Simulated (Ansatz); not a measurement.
# Glassy 58SiO2-11Na2O-13BaO-18CaO (mol %) (102 atoms): atom by atom

This is the geometry as built. Method: Kohn-Sham DFT, PBE, PAW (set soft_2), plane waves (Ansatz 0.2.0); cutoff 420 eV, Γ point, fermi-dirac smearing of 0.078 eV; density 3.06 g/cm³.

Cell vectors (Å):

```
11.396 0.000 0.000
0.000 11.396 0.000
0.000 0.000 11.396
```

Positions (Å):

```
1 Si 5.161 6.520 11.032
2 Si 7.303 10.448 3.866
3 Si 8.918 1.229 5.568
4 Si 2.449 7.047 7.320
5 Si 9.087 0.529 10.238
6 Si 7.080 2.561 1.878
7 Si 3.025 5.523 4.607
8 Si 10.576 9.468 8.903
9 Si 6.738 5.590 2.037
10 Si 4.486 9.330 0.849
11 Si 9.950 8.330 0.207
12 Si 7.357 2.195 8.170
13 Si 10.928 7.735 6.274
14 Si 7.509 10.159 0.829
15 Si 2.255 6.108 10.356
16 Si 4.385 1.301 8.903
17 Si 4.149 8.178 3.793
18 Si 1.917 0.942 3.627
19 Si 6.567 8.392 5.731
20 Si 9.784 5.495 1.504
21 Si 0.406 3.593 11.163
22 Si 5.098 0.951 3.673
23 Na 0.248 10.260 5.100
24 Na 5.652 8.932 9.082
25 Na 11.289 4.682 7.788
26 Na 2.754 3.733 8.654
27 Na 10.037 11.376 2.054
28 Na 8.381 10.197 7.114
29 Na 5.173 1.018 0.050
30 Na 7.556 6.296 8.128
31 Ba 0.532 1.321 7.832
32 Ba 3.907 10.507 6.446
33 Ba 3.471 3.317 1.500
34 Ba 6.300 4.429 5.540
35 Ba 1.113 8.060 2.431
36 Ca 0.953 11.348 0.370
37 Ca 3.049 2.564 5.741
38 Ca 7.642 4.290 10.393
39 Ca 0.041 4.250 4.764
40 Ca 10.749 2.379 2.507
41 Ca 8.824 6.805 4.538
42 Ca 2.733 9.404 9.869
43 O 6.398 9.377 6.945
44 O 9.983 5.429 3.061
45 O 10.633 8.376 4.901
46 O 8.212 5.432 1.079
47 O 9.982 0.155 6.155
48 O 2.060 0.446 5.158
49 O 0.587 10.157 9.003
50 O 2.862 8.912 4.159
51 O 3.858 6.606 3.667
52 O 10.327 8.702 7.467
53 O 7.336 3.811 8.205
54 O 1.127 7.674 6.632
55 O 8.502 2.279 2.061
56 O 1.593 5.630 3.936
57 O 1.469 4.805 10.988
58 O 7.599 9.182 4.705
59 O 11.354 3.362 9.683
60 O 7.077 6.661 3.035
61 O 4.625 8.004 11.187
62 O 4.585 8.760 2.368
63 O 10.203 8.409 10.042
64 O 3.907 2.264 10.081
65 O 10.328 0.953 11.018
66 O 6.682 4.078 2.670
67 O 5.156 8.342 4.996
68 O 10.762 9.588 0.746
69 O 7.970 1.709 6.741
70 O 10.218 6.993 1.096
71 O 8.001 11.323 11.291
72 O 10.405 6.231 6.157
73 O 0.841 0.095 2.806
74 O 5.552 5.878 1.051
75 O 9.461 10.650 9.232
76 O 5.908 10.021 0.631
77 O 3.843 5.725 10.379
78 O 7.096 7.019 6.074
79 O 4.387 11.119 9.313
80 O 10.540 4.343 0.704
81 O 3.323 8.225 7.920
82 O 1.462 2.480 3.631
83 O 8.353 1.712 9.330
84 O 3.307 1.537 7.809
85 O 9.665 2.436 4.791
86 O 5.915 1.578 2.447
87 O 3.840 4.183 4.433
88 O 1.987 6.232 8.745
89 O 3.451 0.888 3.035
90 O 3.124 6.117 6.204
91 O 6.616 2.850 0.449
92 O 6.370 6.353 10.021
93 O 5.778 10.933 3.890
94 O 5.954 1.645 8.498
95 O 5.161 1.594 5.117
96 O 8.067 0.308 4.545
97 O 1.017 2.449 0.583
98 O 1.949 7.338 11.194
99 O 1.292 3.740 6.556
100 O 3.197 10.146 0.541
101 O 7.750 10.344 2.342
102 O 8.305 8.820 0.412
```

**Question.** What force acts on each atom?

Columns: atom, fx, fy, fz (forces in eV/Å).

```
1 -0.446 -1.708 -1.953
2 0.017 3.505 0.157
3 3.601 -0.724 -1.454
4 -0.868 0.379 1.139
5 -1.222 -0.837 -1.367
6 -3.892 3.370 1.207
7 -0.733 2.486 -0.102
8 -0.469 0.350 -0.128
9 3.332 -2.517 -0.922
10 1.063 -2.819 2.036
11 -2.414 2.364 1.285
12 1.680 1.282 -1.288
13 1.926 -1.455 1.222
14 -0.450 -2.603 -2.363
15 -0.062 -1.577 -0.762
16 0.474 -0.737 2.231
17 -0.079 -1.016 -0.634
18 -0.161 -0.431 1.508
19 -1.925 3.057 -0.140
20 -1.518 -0.176 0.940
21 -2.236 2.737 -1.988
22 -2.062 0.730 0.750
23 0.164 0.759 -0.011
24 0.127 0.072 -0.260
25 -0.268 0.763 0.700
26 -0.178 0.244 0.252
27 -1.148 -1.138 -0.074
28 0.485 0.409 -0.134
29 0.620 -0.501 -0.002
30 0.016 0.220 -0.041
31 -0.610 0.364 -0.315
32 0.264 -0.671 -0.485
33 -0.218 0.672 -0.048
34 -0.400 -0.555 -1.004
35 0.411 -0.621 0.642
36 -0.464 0.394 0.066
37 -0.740 -0.205 -0.158
38 -0.541 -0.512 1.262
39 0.315 0.463 0.817
40 -0.450 1.135 0.002
41 0.762 0.584 -1.174
42 -0.535 -0.991 -1.229
43 -0.332 0.797 1.867
44 0.556 -0.816 1.640
45 -0.769 1.277 -2.943
46 -1.495 -0.468 -1.212
47 0.832 0.258 0.927
48 -0.238 -0.111 1.177
49 2.523 0.766 0.645
50 -3.522 2.140 1.108
51 0.909 -1.051 -0.612
52 -1.177 0.663 1.080
53 0.084 1.154 -0.431
54 -0.168 0.382 0.134
55 7.270 -2.310 1.315
56 -1.249 -0.311 -0.270
57 1.849 0.845 0.481
58 1.235 -2.604 0.465
59 -0.844 -0.775 -2.104
60 0.586 2.451 3.446
61 -0.559 3.108 0.159
62 0.795 0.062 -1.868
63 -0.028 -2.894 -1.054
64 0.005 0.770 1.911
65 2.834 0.632 1.860
66 -0.811 -0.746 1.046
67 0.573 0.354 0.580
68 1.805 0.697 1.620
69 -1.912 0.840 1.340
70 0.972 1.663 -1.510
71 -0.789 1.352 -0.348
72 -1.366 -1.780 0.952
73 -1.562 -0.780 -1.958
74 -1.905 -0.572 -0.386
75 -0.918 0.299 -1.284
76 0.499 1.521 -0.941
77 1.289 -0.789 0.785
78 2.090 -5.012 0.989
79 -0.159 -1.369 -0.063
80 1.181 -1.658 -0.867
81 1.234 1.538 0.591
82 -0.651 1.510 -0.525
83 1.436 -0.838 1.534
84 -1.892 0.420 -3.540
85 0.373 0.842 -0.326
86 -0.901 -0.219 -0.363
87 1.378 -1.150 0.457
88 -0.776 -0.946 -1.361
89 2.860 0.236 -0.723
90 1.135 -1.289 -0.624
91 -1.429 0.860 -4.390
92 1.079 -0.165 -0.739
93 -1.101 -2.634 -0.096
94 -2.315 -1.134 -0.265
95 -0.682 1.250 0.395
96 -0.605 -0.403 -1.236
97 1.533 -2.831 2.760
98 -1.030 3.543 1.612
99 0.290 -1.387 -0.057
100 -1.732 1.192 -0.563
101 1.647 0.660 2.116
102 0.900 -1.582 -0.515
```

The quench rate of 50 K/ps is many orders above laboratory rates, so the cell is likely richer in defects and strain than a real sample. The force components of 1.5 eV/Å r.m.s. hold both thermal displacement and the mismatch between the potential that made the cell and DFT. The network of bonds at the start is that of the classical potential that made the cell, and needn't be the one that DFT or experiment would give. Only the Γ point is sampled, in a cell whose shortest periodic width is 11 Å.

The r.m.s. force component is 1.45 eV/Å; the longest force, 7.74 eV/Å, acts on O55.

[Logs are printed without paths, hosts, clocks, repeated set-up lines and the standing remarks that a program may print on its own settings, such as how far it seeks lower states.]

[Hosts, paths, dates, database ids (printed as entryN), source tags and the programs' standing remarks are cut or masked in the printed files.]
